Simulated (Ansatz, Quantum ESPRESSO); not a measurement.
# Screening and band shifts of Hf2COF MXene, 1 layer, part 6 of 6

How does Hf2COF MXene, 1 layer respond to a gate-like field without added charge?

Quantum ESPRESSO 7.5; plane-wave DFT, PBE, GBRV ultrasoft pseudopotentials; geometry and cross-check by Ansatz 0.2.0 with PAW datasets.

So far. Step 14 (Valence density): The density integrates to 41.000 electrons, as the 41 of the input ask. Step 19 (The same in Ansatz: field 0.1 V/Å): At 0.1 V/Å Ansatz's dipole is -0.0620 e Å against -0.0630 from pw.x.

### 22. SCF with pw.x, with eopreg = 0.02 and conv_thr = 1e-06

A sensitivity test on the input.

Level of this step: plane-wave DFT, PBE, GBRV ultrasoft pseudopotentials (Quantum ESPRESSO 7.5).

File f1.w0.in:

```
&control
  prefix = 'f1.w0'
  outdir = './out'
  pseudo_dir = './pseudo'
  calculation = 'scf'
  tprnfor = .true.
  tefield = .true.
  dipfield = .true.
/
&system
  ibrav = 0
  nat = 5
  ntyp = 4
  ecutwfc = 40
  ecutrho = 200
  occupations = 'smearing'
  smearing = 'fd'
  degauss = 0.004
  edir = 3
  emaxpos = 0.97
  eopreg = 0.02
  eamp = 0.00194469
/
&electrons
  conv_thr = 1e-06
  mixing_beta = 0.4
  electron_maxstep = 120
  mixing_mode = 'plain'
/
ATOMIC_SPECIES
  F   18.9984  f_pbe_v1.4.uspp.F.UPF
  Hf  178.4900  hf_pbe_v1.uspp.F.UPF
  C   12.0110  c_pbe_v1.2.uspp.F.UPF
  O   15.9990  o_pbe_v1.2.uspp.F.UPF
CELL_PARAMETERS angstrom
  3.26124157920203 -0.00000000000000 -0.00000000000000
  -1.63062078960102 2.82431805546704 -0.00000000000000
  -0.00000000000000 -0.00000000000000 21.77181459960000
ATOMIC_POSITIONS crystal
  F   0.333333333333 0.666666666667 0.380451953493
  Hf  0.666666666667 0.333333333333 0.441791950104
  C   0.000000000000 0.000000000000 0.496993330134
  Hf  0.333333333333 0.666666666667 0.561804036658
  O   0.666666666667 0.333333333333 0.606479370412
K_POINTS automatic
  12 12 1 0 0 0
```

Launch:

```
> OMP_NUM_THREADS=1 mpirun -n 4 pw.x -nk 4 -in f1.w0.in > f1.w0.out
```

What it wrote:

```text
[banner, memory and clock lines left out]
Program PWSCF v.7.5 starts
[citation notice left out]

[...]
bravais-lattice index     =            0
     lattice parameter (alat)  =       6.1629  a.u.
     unit-cell volume          =    1353.2804 (a.u.)^3
     number of atoms/cell      =            5
     number of atomic types    =            4
     number of electrons       =        41.00
     number of Kohn-Sham states=           25
     kinetic-energy cutoff     =      40.0000  Ry
     charge density cutoff     =     200.0000  Ry
     scf convergence threshold =      1.0E-06
     mixing beta               =       0.4000
     number of iterations used =            8  plain     mixing
     Exchange-correlation= SLA  PW   PBE  PBE
                           (   1   4   3   4   0   0   0)

[...]
PseudoPot. # 1 for F  read from file:
     ./pseudo/f_pbe_v1.4.uspp.F.UPF
     Pseudo is Ultrasoft, Zval =  7.0
     Generated by new atomic code, or converted to UPF format
     Using radial grid of  799 points,  4 beta functions with:
                l(1) =   0
                l(2) =   0
                l(3) =   1
                l(4) =   1
     Q(r) pseudized with  8 coefficients,  rinner =    0.950   0.950   0.950

     PseudoPot. # 2 for Hf read from file:
     ./pseudo/hf_pbe_v1.uspp.F.UPF
     Pseudo is Ultrasoft + core correction, Zval = 12.0
     Generated by new atomic code, or converted to UPF format
     Using radial grid of  921 points,  8 beta functions with:
                l(1) =   0
                l(2) =   0
                l(3) =   0
                l(4) =   1
                l(5) =   1
                l(6) =   2
                l(7) =   2
                l(8) =   3
     Q(r) pseudized with  6 coefficients,  rinner =    1.200   1.200   1.200
                                                       1.200   1.200   1.200
                                                       1.200

     PseudoPot. # 3 for C  read from file:
     ./pseudo/c_pbe_v1.2.uspp.F.UPF
     Pseudo is Ultrasoft + core correction, Zval =  4.0
     Generated by new atomic code, or converted to UPF format
     Using radial grid of  721 points,  4 beta functions with:
                l(1) =   0
                l(2) =   0
                l(3) =   1
                l(4) =   1
     Q(r) pseudized with  8 coefficients,  rinner =    1.100   1.100   1.100

     PseudoPot. # 4 for O  read from file:
     ./pseudo/o_pbe_v1.2.uspp.F.UPF
     Pseudo is Ultrasoft + core correction, Zval =  6.0
     Generated by new atomic code, or converted to UPF format
     Using radial grid of  737 points,  5 beta functions with:
                l(1) =   0
                l(2) =   0
                l(3) =   1
                l(4) =   1
                l(5) =   2
     Q(r) pseudized with  8 coefficients,  rinner =    0.900   0.900   0.900
                                                       0.900   0.900

     atomic species   valence    mass     pseudopotential
     F                 7.00    18.99840     F ( 1.00)
     Hf               12.00   178.49000     Hf( 1.00)
     C                 4.00    12.01100     C ( 1.00)
     O                 6.00    15.99900     O ( 1.00)

     No symmetry found

[...]
number of k points=    74  Fermi-Dirac smearing, width (Ry)=  0.0040
[...]
Dense  grid:    64601 G-vectors     FFT dimensions: (  27,  27, 192)

     Smooth grid:    46413 G-vectors     FFT dimensions: (  25,  25, 180)

     Check: negative core charge=   -0.000017

     Initial potential from superposition of free atoms

     starting charge      37.0000, renormalised to      41.0000

     negative rho (up, down):  2.310E-01 0.000E+00

     Adding external electric field

     Computed dipole along edir(3) :
        Dipole                1.0700 Ry au,          2.7196 Debye
        Dipole field          0.0099 Ry au,

        E field amplitude [Ha a.u.]:  1.9447E-03
        Potential amp.       -0.6444 Ry
        Total length         40.3199 bohr

     Starting wfcs are   38 randomized atomic wfcs

     per-process dynamical memory:    99.8 Mb

     Self-consistent Calculation

     iteration #  1     ecut=    40.00 Ry     beta= 0.40
     Davidson diagonalization with overlap
     ethr =  1.00E-02,  avg # of iterations =  4.1

     negative rho (up, down):  2.171E-01 0.000E+00

     Adding external electric field

     Computed dipole along edir(3) :
        Dipole              -13.0877 Ry au,        -33.2657 Debye
        Dipole field         -0.1215 Ry au,

        E field amplitude [Ha a.u.]:  1.9447E-03
        Potential amp.        9.9570 Ry
        Total length         40.3199 bohr

     total energy              =    -375.02015288 Ry
     estimated scf accuracy    <      63.19226750 Ry

     iteration #  2     ecut=    40.00 Ry     beta= 0.40
[...]
c_bands:  2 eigenvalues not converged
     c_bands:  1 eigenvalues not converged
[...]
negative rho (up, down):  2.112E-01 0.000E+00

[...]
Dipole                2.5402 Ry au,          6.4565 Debye
[...]
E field amplitude [Ha a.u.]:  1.9447E-03
[...]
total energy              =    -335.81326988 Ry
     estimated scf accuracy    <    2961.37154808 Ry

     iteration #  3     ecut=    40.00 Ry     beta= 0.40
[...]
negative rho (up, down):  2.127E-01 0.000E+00

[...]
Dipole                2.0920 Ry au,          5.3174 Debye
[...]
E field amplitude [Ha a.u.]:  1.9447E-03
[...]
total energy              =    -397.43911312 Ry
     estimated scf accuracy    <     268.65913038 Ry

     iteration #  4     ecut=    40.00 Ry     beta= 0.40
[...]
negative rho (up, down):  2.114E-01 0.000E+00

[...]
Dipole                0.8749 Ry au,          2.2238 Debye
[...]
E field amplitude [Ha a.u.]:  1.9447E-03
[...]
total energy              =    -408.99509032 Ry
     estimated scf accuracy    <      27.10476445 Ry

     iteration #  5     ecut=    40.00 Ry     beta= 0.40
[...]
negative rho (up, down):  2.118E-01 0.000E+00

[...]
Dipole                0.9384 Ry au,          2.3853 Debye
[...]
E field amplitude [Ha a.u.]:  1.9447E-03
[...]
total energy              =    -411.32534094 Ry
     estimated scf accuracy    <       2.12813922 Ry

     iteration #  6     ecut=    40.00 Ry     beta= 0.40
[...]
negative rho (up, down):  2.149E-01 0.000E+00

[...]
Dipole                0.9613 Ry au,          2.4434 Debye
[...]
E field amplitude [Ha a.u.]:  1.9447E-03
[...]
total energy              =    -410.69012772 Ry
     estimated scf accuracy    <       1.32413495 Ry

[...]
iteration # 15     ecut=    40.00 Ry     beta= 0.40
[...]
negative rho (up, down):  2.194E-01 0.000E+00

[...]
Dipole               -0.1188 Ry au,         -0.3020 Debye
[...]
E field amplitude [Ha a.u.]:  1.9447E-03
[...]
total energy              =    -410.84087976 Ry
     estimated scf accuracy    <       0.00005235 Ry

     iteration # 16     ecut=    40.00 Ry     beta= 0.40
[...]
negative rho (up, down):  2.194E-01 0.000E+00

[...]
Dipole               -0.1189 Ry au,         -0.3023 Debye
[...]
E field amplitude [Ha a.u.]:  1.9447E-03
[...]
total energy              =    -410.84088510 Ry
     estimated scf accuracy    <       0.00001120 Ry

     iteration # 17     ecut=    40.00 Ry     beta= 0.40
[...]
negative rho (up, down):  2.194E-01 0.000E+00

[...]
Dipole               -0.1188 Ry au,         -0.3021 Debye
[...]
E field amplitude [Ha a.u.]:  1.9447E-03
[...]
total energy              =    -410.84088887 Ry
     estimated scf accuracy    <       0.00000282 Ry

     iteration # 18     ecut=    40.00 Ry     beta= 0.40
[...]
negative rho (up, down):  2.194E-01 0.000E+00

[...]
Dipole               -0.1198 Ry au,         -0.3046 Debye
[...]
E field amplitude [Ha a.u.]:  1.9447E-03
[...]
End of self-consistent calculation

          k = 0.0000 0.0000 0.0000 (  5831 PWs)   bands (ev):

   -61.3270 -60.8521 -30.2868 -29.8159 -29.8159 -29.6216 -29.3115 -29.3115
   -24.6127 -17.3577 -10.3081  -6.5933  -6.1668  -6.1668  -4.3001  -3.6655
    -3.6655  -1.8760  -0.7826  -0.7826   2.4949   2.5244   2.5244   3.0702
     3.6041

          k = 0.0000 0.0962 0.0000 (  5795 PWs)   bands (ev):

   -61.3249 -60.8500 -30.2731 -29.8668 -29.8247 -29.6122 -29.3549 -29.3202
   -24.6023 -17.3162 -10.2549  -6.5887  -6.2045  -6.1663  -4.2330  -3.7128
    -3.6091  -1.7749  -1.0939  -0.8473   2.1450   2.6370   2.8511   3.0340
     3.7063

[...]
the Fermi energy is     1.6136 ev

!    total energy              =    -410.84088875 Ry
     estimated scf accuracy    <       0.00000050 Ry
     smearing contrib. (-TS)   =      -0.00127795 Ry
     internal energy E=F+TS    =    -410.83961080 Ry

     The total energy is F=E-TS. E is the sum of the following terms:
     one-electron contribution =   -2329.45022876 Ry
     hartree contribution      =    1168.05740501 Ry
     xc contribution           =    -171.95768244 Ry
     ewald contribution        =     922.51029598 Ry
     electric field correction =       0.00059941 Ry

     convergence has been achieved in  18 iterations

     negative rho (up, down):  2.194E-01 0.000E+00

     Forces acting on atoms (cartesian axes, Ry/au):

     atom    1 type  1   force =    -0.00000034   -0.00000072    0.00221067
     atom    2 type  2   force =     0.00000103    0.00000109   -0.00121834
     atom    3 type  3   force =    -0.00000066    0.00000013   -0.00064905
     atom    4 type  2   force =    -0.00000019   -0.00000079    0.00470041
     atom    5 type  4   force =     0.00000017    0.00000029   -0.00504369

     Total force =     0.007371     Total SCF correction =     0.001846
     SCF correction compared to forces is large: reduce conv_thr to get better values

[...]
```

Run time: 2 min. Hardware: 4 MPI ranks of Arm Neoverse V1, shared host; peak memory 0.96 GiB; 8 min of CPU time.

Beside the run it was changed from:

```csv
quantity,this run,unchanged run,difference
dipole along the normal (e·Å),-0.06342,-0.06302,-4.0e-4
free energy (eV),-5589.775,-5589.775,4.6e-6
wall time (s),121,55,
SCF iterations,18,8,
```

The free energy moves by +0.00093 meV an atom.

This run starts from superposed atoms, the unchanged one from a saved density, so their iteration counts don't compare.

The physical values in this table move by up to 0.63 %.

### 23. The arithmetic

α = Δp/E = (-0.06302 − (-0.09123)) e Å / 0.1 V/Å = 0.2821 e Å²/V; times e/(4πε₀) = 14.40 V Å this is 4.062 Å³. With A = 9.211 Å², 4πα/A = 5.542 Å.

### 24. Results

```yaml
polarisability_along_the_normal_a_cell: 4.06 Å³
sheet_polarisability_4pi_alpha_a: 5.54 Å
dipole_without_a_field: -0.0912 e·Å
```

The sheet answers a field with a polarisability of 4.06 Å³ a cell, or 4πα/A = 5.54 Å (PBE, GBRV ultrasoft). In pw.x the dipole follows the field linearly over the range tried. A perfect conductor 5.54 Å thick would screen alike; the outer atoms lie 4.92 Å apart. At 0.1 V/Å the sheet takes 0.554 eV off the potential drop. Quantum ESPRESSO and Ansatz give 4.062 and 4.058 Å³ for the polarisability (pw.x from 0 and 0.1 V/Å, Ansatz from ±0.1 V/Å), which agree. The ions stay at their zero-field places, so this is the electrons' response alone. Without a field the sheet has no gap. Spin-orbit coupling is left out; depending on the atoms that carry the levels of interest, it can split and shift them by tenths of an eV to an eV or more. The runs have no spin polarisation although the electron count is odd.

[Logs are printed without paths, hosts, clocks, repeated set-up lines and the standing remarks that a program may print on its own settings, such as how far it seeks lower states.]

[Hosts, paths, dates, database ids (printed as entryN), source tags and the programs' standing remarks are cut or masked in the printed files.]

[Maps of the electrostatic potential energy from Ansatz leave out the sawtooth potential of an applied field or a dipole correction, so their vacuum need not be flat; planar profiles and work functions include it.]
